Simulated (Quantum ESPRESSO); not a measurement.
# Grüneisen parameters and expansion of BAs (F-43m), part 4 of 9

Wanted: mode Grüneisen parameters of BAs and a free-energy fit over volumes.

Measurements to reproduce:
- volume expansion coefficient 11.55 1e-6/K near room temperature (given in “Basic Physical Properties of Cubic Boron Arsenide (three times its linear coefficient)”, 2019, arxiv:1911.11281)
- volume expansion coefficient 10.8 1e-6/K near room temperature (given in “Thermal expansion coefficients of high thermal conducting BAs and BP materials (three times its linear coefficient)”, 2019, arxiv:1906.04101)

Quantum ESPRESSO 7.5; DFT PBE+D3(BJ), scalar-relativistic, plane waves, GBRV ultrasoft pseudopotentials.

So far. Step 3 (Relaxation): After the last step pw.x solved the final cell once more on a basis chosen for it, which moves the energy without moving the atoms. Step 4 (Self-consistent run): On a basis chosen for the relaxed cell the pressure is 0.001 GPa, small enough for phonons.

## (6) Born charges and dielectric tensor

In a polar crystal the Born charges and ε∞ give the long-range dipole term that a finite supercell misses. They are those of this k-mesh and were not tested on a denser one; where the gap is small they converge slowly, and the LO modes with them.

The input, ph.in:

```
phonons
&INPUTPH
  prefix = 'x'
  outdir = './tmp'
  fildyn = 'x.dyn'
  tr2_ph = 1.0d-18
  epsil  = .true.
/
0.000000000 0.000000000 0.000000000
```

The input, scf.in:

```
&CONTROL
  calculation = 'scf'
  prefix      = 'x'
  outdir      = './tmp'
  pseudo_dir  = './pseudo'
  tprnfor     = .true.
  tstress     = .true.
/
&SYSTEM
  ibrav           = 0
  nat             = 2
  ntyp            = 2
  ecutwfc         = 40.0
  ecutrho         = 240.0
  occupations     = 'fixed'
  nbnd            = 6
  vdw_corr        = 'grimme-d3'
  dftd3_version   = 4
  dftd3_threebody = .false.
/
&ELECTRONS
  conv_thr         = 1.0d-12
  mixing_beta      = 0.7
  electron_maxstep = 100
/
ATOMIC_SPECIES
 B      10.8100  B.upf
 As     74.9216  As.upf
CELL_PARAMETERS angstrom
     0.000000000    2.387545871    2.387545871
     2.387545871    0.000000000    2.387545871
     2.387545871    2.387545871    0.000000000
ATOMIC_POSITIONS crystal
 B      0.000000000   0.000000000   0.000000000
 As     0.250000000   0.250000000   0.250000000
K_POINTS automatic
 12 12 12 0 0 0
```

Started as:

```
OMP_NUM_THREADS=1 mpirun -n 8 ph.x -nk 8 -in ph.in > ph.out
```

Log:

```text
[banner, memory and clock lines left out]
Program PHONON v.7.5

     ./tmp/x.save/

     IMPORTANT: XC functional enforced from input :
     Exchange-correlation= PBE
                           (   1   4   3   4   0   0   0)
     Any further DFT definition will be discarded
     Please, verify this is what you really want

     G-vector sticks info

     Reading collected, re-writing distributed wavefunctions in ./tmp/

     Number and degeneracy of irreps per q-point
       N         xq(1)         xq(2)         xq(3)   N irreps
       1   0.000000000   0.000000000   0.000000000       2
        3   3

     Calculation of q =    0.0000000   0.0000000   0.0000000

     phonons

     bravais-lattice index     =            0
     lattice parameter (alat)  =       6.3807  a.u.
     unit-cell volume          =     183.6884 (a.u.)^3
     number of atoms/cell      =            2
     number of atomic types    =            2
     kinetic-energy cut-off    =      40.0000  Ry
     charge density cut-off    =     240.0000  Ry
     convergence threshold     =      1.0E-18
     beta                      =       0.7000
     number of iterations used =            4
     Exchange-correlation= PBE
                           (   1   4   3   4   0   0   0)

     celldm(1)=    6.38066  celldm(2)=    0.00000  celldm(3)=    0.00000
     celldm(4)=    0.00000  celldm(5)=    0.00000  celldm(6)=    0.00000

     crystal axes: (cart. coord. in units of alat)
               a(1) = (  0.0000  0.7071  0.7071 )
               a(2) = (  0.7071  0.0000  0.7071 )
               a(3) = (  0.7071  0.7071  0.0000 )

     reciprocal axes: (cart. coord. in units 2 pi/alat)
               b(1) = ( -0.7071  0.7071  0.7071 )
               b(2) = (  0.7071 -0.7071  0.7071 )
               b(3) = (  0.7071  0.7071 -0.7071 )

     Atoms inside the unit cell:

     Cartesian axes

     site n.  atom      mass           positions (alat units)
        1  B      10.8100   tau(    1) = (    0.00000    0.00000    0.00000  )
        2  As     74.9216   tau(    2) = (    0.35355    0.35355    0.35355  )

     Computing dynamical matrix for
                    q = (   0.0000000   0.0000000   0.0000000 )

     25 Sym.Ops. (with q -> -q+G )

     G cutoff =  247.5043  (  11575 G-vectors)     FFT grid: ( 32, 32, 32)
     G cutoff =  165.0028  (   6231 G-vectors)  smooth grid: ( 25, 25, 25)
     number of k points=    72
                       cart. coord. in units 2pi/alat
        k(    1) = (   0.0000000   0.0000000   0.0000000), wk =   0.0011574
        k(    2) = (   0.0589256   0.0589256  -0.0589256), wk =   0.0092593
        k(    3) = (   0.1178511   0.1178511  -0.1178511), wk =   0.0092593
        k(    4) = (   0.1767767   0.1767767  -0.1767767), wk =   0.0092593
        k(    5) = (   0.2357023   0.2357023  -0.2357023), wk =   0.0092593
        k(    6) = (   0.2946278   0.2946278  -0.2946278), wk =   0.0092593
        k(    7) = (  -0.3535534  -0.3535534   0.3535534), wk =   0.0046296
        k(    8) = (   0.1178511   0.0000000  -0.0000000), wk =   0.0069444
        k(    9) = (   0.1767767   0.0589256  -0.0589256), wk =   0.0277778
        k(   10) = (   0.2357023   0.1178511  -0.1178511), wk =   0.0277778
        k(   11) = (   0.2946278   0.1767767  -0.1767767), wk =   0.0277778
        k(   12) = (   0.3535534   0.2357023  -0.2357023), wk =   0.0277778
        k(   13) = (  -0.2946278  -0.4124790   0.4124790), wk =   0.0277778
        k(   14) = (  -0.2357023  -0.3535534   0.3535534), wk =   0.0277778
        k(   15) = (  -0.1767767  -0.2946278   0.2946278), wk =   0.0277778
        k(   16) = (  -0.1178511  -0.2357023   0.2357023), wk =   0.0277778
[...]
k(   65) = (  -0.2357023  -0.4714045   0.7071068), wk =   0.0277778
        k(   66) = (  -0.1767767  -0.4124790   0.6481812), wk =   0.0555556
        k(   67) = (  -0.1178511  -0.3535534   0.5892557), wk =   0.0277778
        k(   68) = (  -0.1178511  -0.4714045   0.7071068), wk =   0.0277778
        k(   69) = (  -0.0589256  -0.4124790   0.6481812), wk =   0.0555556
        k(   70) = (   0.0000000  -0.3535534   0.5892557), wk =   0.0277778
        k(   71) = (  -0.7071068   0.2357023   0.0000000), wk =   0.0138889
        k(   72) = (  -0.7071068   0.3535534   0.0000000), wk =   0.0069444

     PseudoPot. # 1 for B  read from file:
     ./pseudo/B.upf
     Pseudo is Ultrasoft + core correction, Zval =  3.0
     Using radial grid of  781 points,  4 beta functions with:
                l(1) =   0
                l(2) =   0
                l(3) =   1
                l(4) =   1
     Q(r) pseudized with  8 coefficients,  rinner =    1.100   1.100   1.100

     PseudoPot. # 2 for As read from file:
     ./pseudo/As.upf
     Pseudo is Ultrasoft + core correction, Zval =  5.0
     Using radial grid of  875 points,  6 beta functions with:
                l(1) =   0
                l(2) =   0
                l(3) =   1
                l(4) =   1
                l(5) =   2
                l(6) =   2
     Q(r) pseudized with  8 coefficients,  rinner =    1.300   1.300   1.300
                                                       1.300   1.300

     Mode symmetry, T_d (-43m)  point group:

     Electric field:
     Dielectric constant
     Born effective charges as d Force / d E

     Atomic displacements:
     There are    2 irreducible representations

     Representation     1      3 modes -  To be done

     Representation     2      3 modes -  To be done

     Alpha used in Ewald sum =   2.5000

     Reading Grimme-D3 Hessian from file: ./tmp/x.hess

     Number of cells replicated along each semiaxis:   19  19  19
     Number of cells in the supercell:     59319
     Number of atoms in the supercell:    118638
     Hessian allocation dimension:   2135484

     Grimme-D3 Hessian read

     Computing dynamical matrix for q:     0.000000    0.000000    0.000000

     Writing Hessian on file dynamical.false.dat

     Dynamical matrix computed

     Electric Fields Calculation

      thresh= 1.000E-02 alpha_mix =  0.700 |ddv_scf|^2 =  1.309E-07

      thresh= 3.618E-05 alpha_mix =  0.700 |ddv_scf|^2 =  4.243E-09

      thresh= 6.514E-06 alpha_mix =  0.700 |ddv_scf|^2 =  4.204E-10

      thresh= 2.050E-06 alpha_mix =  0.700 |ddv_scf|^2 =  2.605E-12

      thresh= 1.614E-07 alpha_mix =  0.700 |ddv_scf|^2 =  1.593E-14

      thresh= 1.262E-08 alpha_mix =  0.700 |ddv_scf|^2 =  3.001E-16

      thresh= 1.732E-09 alpha_mix =  0.700 |ddv_scf|^2 =  3.763E-18

      thresh= 1.940E-10 alpha_mix =  0.700 |ddv_scf|^2 =  7.434E-20

     End of electric fields calculation

          Dielectric constant in cartesian axis

          (       9.773489808       0.000000000       0.000000000 )
          (       0.000000000       9.773489808       0.000000000 )
          (       0.000000000       0.000000000       9.773489808 )

          Effective charges (d Force / dE) in cartesian axis without acoustic sum rule applied (asr)

           atom    1  B     Mean Z*:       -0.52272
      Ex  (       -0.52272        0.00000        0.00000 )
      Ey  (        0.00000       -0.52272        0.00000 )
      Ez  (        0.00000        0.00000       -0.52272 )
           atom    2  As    Mean Z*:        0.51909
      Ex  (        0.51909        0.00000        0.00000 )
      Ey  (        0.00000        0.51909        0.00000 )
      Ez  (        0.00000        0.00000        0.51909 )

          Effective charges Sum: Mean:       -0.00364
             -0.00364        0.00000        0.00000
              0.00000       -0.00364        0.00000
              0.00000        0.00000       -0.00364

          Effective charges (d Force / dE) in cartesian axis with asr applied:
           atom    1  B     Mean Z*:       -0.52091
      E*x (       -0.52091       -0.00000       -0.00000 )
      E*y (        0.00000       -0.52091       -0.00000 )
      E*z (       -0.00000       -0.00000       -0.52091 )
           atom    2  As    Mean Z*:        0.52091
      E*x (        0.52091        0.00000        0.00000 )
      E*y (       -0.00000        0.52091        0.00000 )
      E*z (        0.00000        0.00000        0.52091 )

     Representation #   1 modes #   1   2   3

     Self-consistent Calculation

      thresh= 1.000E-02 alpha_mix =  0.700 |ddv_scf|^2 =  1.135E-07

      thresh= 3.369E-05 alpha_mix =  0.700 |ddv_scf|^2 =  8.399E-09

      thresh= 9.165E-06 alpha_mix =  0.700 |ddv_scf|^2 =  1.354E-11

      thresh= 3.679E-07 alpha_mix =  0.700 |ddv_scf|^2 =  8.978E-13

      thresh= 9.475E-08 alpha_mix =  0.700 |ddv_scf|^2 =  7.052E-15

      thresh= 8.398E-09 alpha_mix =  0.700 |ddv_scf|^2 =  8.993E-17

      thresh= 9.483E-10 alpha_mix =  0.700 |ddv_scf|^2 =  3.983E-18

      thresh= 1.996E-10 alpha_mix =  0.700 |ddv_scf|^2 =  3.104E-20

     End of self-consistent calculation

     Convergence has been achieved

     Representation #   2 modes #   4   5   6

     Self-consistent Calculation

      thresh= 1.000E-02 alpha_mix =  0.700 |ddv_scf|^2 =  6.329E-08

      thresh= 2.516E-05 alpha_mix =  0.700 |ddv_scf|^2 =  2.088E-09

      thresh= 4.570E-06 alpha_mix =  0.700 |ddv_scf|^2 =  1.434E-10

      thresh= 1.197E-06 alpha_mix =  0.700 |ddv_scf|^2 =  1.543E-13

      thresh= 3.928E-08 alpha_mix =  0.700 |ddv_scf|^2 =  9.431E-15

      thresh= 9.711E-09 alpha_mix =  0.700 |ddv_scf|^2 =  3.034E-17

      thresh= 5.508E-10 alpha_mix =  0.700 |ddv_scf|^2 =  1.815E-18

      thresh= 1.347E-10 alpha_mix =  0.700 |ddv_scf|^2 =  1.887E-20

     End of self-consistent calculation

     Convergence has been achieved

     Number of q in the star =    1
     List of q in the star:
          1   0.000000000   0.000000000   0.000000000

          Dielectric constant in cartesian axis

          (       9.773489808       0.000000000       0.000000000 )
          (       0.000000000       9.773489808       0.000000000 )
          (       0.000000000       0.000000000       9.773489808 )

          Effective charges (d Force / dE) in cartesian axis without acoustic sum rule applied (asr)

           atom    1  B     Mean Z*:       -0.52272
      Ex  (       -0.52272        0.00000        0.00000 )
      Ey  (        0.00000       -0.52272        0.00000 )
      Ez  (        0.00000        0.00000       -0.52272 )
           atom    2  As    Mean Z*:        0.51909
      Ex  (        0.51909        0.00000        0.00000 )
      Ey  (        0.00000        0.51909        0.00000 )
      Ez  (        0.00000        0.00000        0.51909 )

          Effective charges Sum: Mean:       -0.00364
             -0.00364        0.00000        0.00000
              0.00000       -0.00364        0.00000
              0.00000        0.00000       -0.00364

          Effective charges (d Force / dE) in cartesian axis with asr applied:
           atom    1  B     Mean Z*:       -0.52091
      E*x (       -0.52091       -0.00000       -0.00000 )
      E*y (        0.00000       -0.52091       -0.00000 )
      E*z (       -0.00000       -0.00000       -0.52091 )
           atom    2  As    Mean Z*:        0.52091
      E*x (        0.52091        0.00000        0.00000 )
      E*y (       -0.00000        0.52091        0.00000 )
      E*z (        0.00000        0.00000        0.52091 )

     Diagonalizing the dynamical matrix

     q = (    0.000000000   0.000000000   0.000000000 )

 **************************************************************************
     freq (    1) =       0.324217 [THz] =      10.814724 [cm-1]
     freq (    2) =       0.324217 [THz] =      10.814724 [cm-1]
     freq (    3) =       0.324217 [THz] =      10.814724 [cm-1]
     freq (    4) =      20.957018 [THz] =     699.050871 [cm-1]
     freq (    5) =      20.957018 [THz] =     699.050871 [cm-1]
     freq (    6) =      20.957018 [THz] =     699.050871 [cm-1]
 **************************************************************************

     Mode symmetry, T_d (-43m)  point group:

     freq (   1-   3) =         10.8  [cm-1]   --> T_2  G_15 P_4   I+R
     freq (   4-   6) =        699.1  [cm-1]   --> T_2  G_15 P_4   I+R
```

Elapsed: 16 s, on 8 MPI ranks of Arm Neoverse V2, shared host; 2.1 min of CPU time.

This step gave:

* Γ frequencies: 10.81, 10.81, 10.81, 699.0, 699.0, 699.0 cm⁻¹ (negative: imaginary)
* Γ symmetry: T_2 G_15 P_4 I+R, T_2 G_15 P_4 I+R, T_2 G_15 P_4 I+R, T_2 G_15 P_4 I+R, T_2 G_15 P_4 I+R, T_2 G_15 P_4 I+R

ε∞:

```
9.77 0.00 0.00
0.00 9.77 0.00
0.00 0.00 9.77
```

Born charge (rows field, columns displacement), before the sum rule (e), principal values of the symmetric part by kind of site:

```tsv
atom	atoms with these values	low	middle	high	mean
B1	1	-0.5227	-0.5227	-0.5227	-0.5227
As2	1	0.5191	0.5191	0.5191	0.5191
```

In full for As2:

```
0.5191 0.0000 0.0000
0.0000 0.5191 0.0000
0.0000 0.0000 0.5191
```

The Born charges sum to zero within 0.0036 e; the rest is removed before use. Acoustic frequencies in this log differ from zero by the error of the sum rule, which ph.x does not impose.

[end of part 4 of 9]

[Logs are printed without paths, hosts, clocks, repeated set-up lines and the standing remarks that a program may print on its own settings, such as how far it seeks lower states.]

[Hosts, paths, dates, database ids (printed as entryN), source tags and the programs' standing remarks are cut or masked in the printed files.]

[A step with changed settings may run another functional than the one named; its input shows which.]

[Of the runs on displaced cells, only some may be shown.]
